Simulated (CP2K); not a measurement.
Borylacetonitrile has these distinct C atoms: C2 (bonded to B, C and 2 H) and C3 (bonded to C and N).

```xyz
8

B    -1.1209    0.3980   -0.0125
C     0.1833   -0.4740   -0.0620
C     1.4577    0.2052    0.1255
N     2.4674    0.7635    0.2824
H    -1.0886    1.5781    0.1604
H    -2.1636   -0.1698   -0.1549
H     0.0769   -1.2822    0.6861
H     0.1877   -1.0187   -1.0250
```

Their partial C K spectra (CP2K XAS_TDP, all-electron GAPW, PBEh(45%), aug-cc-pVDZ, TDA, GW2X-corrected core level, no relativity) are given in random order, each times the number of alike atoms.

Gaussian full width 0.5 eV, oscillator strength per eV, alike atoms added, rows of zeros left out:

```
E (eV)  curve 1  curve 2
288.50    0.000    0.001
288.75    0.005    0.001
289.00    0.056    0.000
289.25    0.174    0.000
289.50    0.158    0.000
289.75    0.042    0.000
290.00    0.003    0.000
290.25    0.001    0.002
290.50    0.000    0.015
290.75    0.000    0.041
291.00    0.000    0.032
291.25    0.000    0.007
291.50    0.000    0.002
291.75    0.001    0.004
292.00    0.001    0.012
292.25    0.000    0.032
292.50    0.000    0.042
292.75    0.000    0.029
293.00    0.001    0.011
293.25    0.004    0.010
293.50    0.007    0.024
293.75    0.010    0.030
294.00    0.011    0.039
294.25    0.015    0.041
294.50    0.014    0.023
294.75    0.007    0.021
295.00    0.004    0.040
295.25    0.003    0.046
295.50    0.003    0.035
295.75    0.006    0.009
296.00    0.006    0.002
296.25    0.002    0.008
296.50    0.002    0.019
296.75    0.006    0.017
297.00    0.010    0.005
297.25    0.009    0.002
297.50    0.007    0.010
297.75    0.004    0.017
298.00    0.003    0.023
298.25    0.002    0.027
298.50    0.003    0.013
298.75    0.009    0.002
299.00    0.014    0.001
299.25    0.014    0.004
```

Question: Which curve belongs to which atom?

Curve 1: C3 (bonded to C and N), leading line at 289.28 eV (f = 0.053 an atom), ionisation energy 293.92 eV, term value 4.64 eV. Curve 2: C2 (bonded to B, C and 2 H), leading line at 290.73 eV (f = 0.007 an atom), ionisation energy 293.45 eV, term value 2.72 eV. The leading line of an atom is its first one with 35 % of the strongest within 2.5 eV of its lowest line over the strength cut. A line lies at the core ionisation energy, which rises as an atom loses charge to its neighbours or to a π system, less the term value, which is large for a low π* or σ* orbital with weight on that atom.

[Banner, clock and machine lines of the logs are left out without a mark of their own.]

[Logs are printed without paths, hosts, clocks, repeated set-up lines and the standing remarks that a program may print on its own settings, such as how far it seeks lower states.]

[Hosts, paths, dates, database ids (printed as entryN), source tags and the programs' standing remarks are cut or masked in the printed files.]
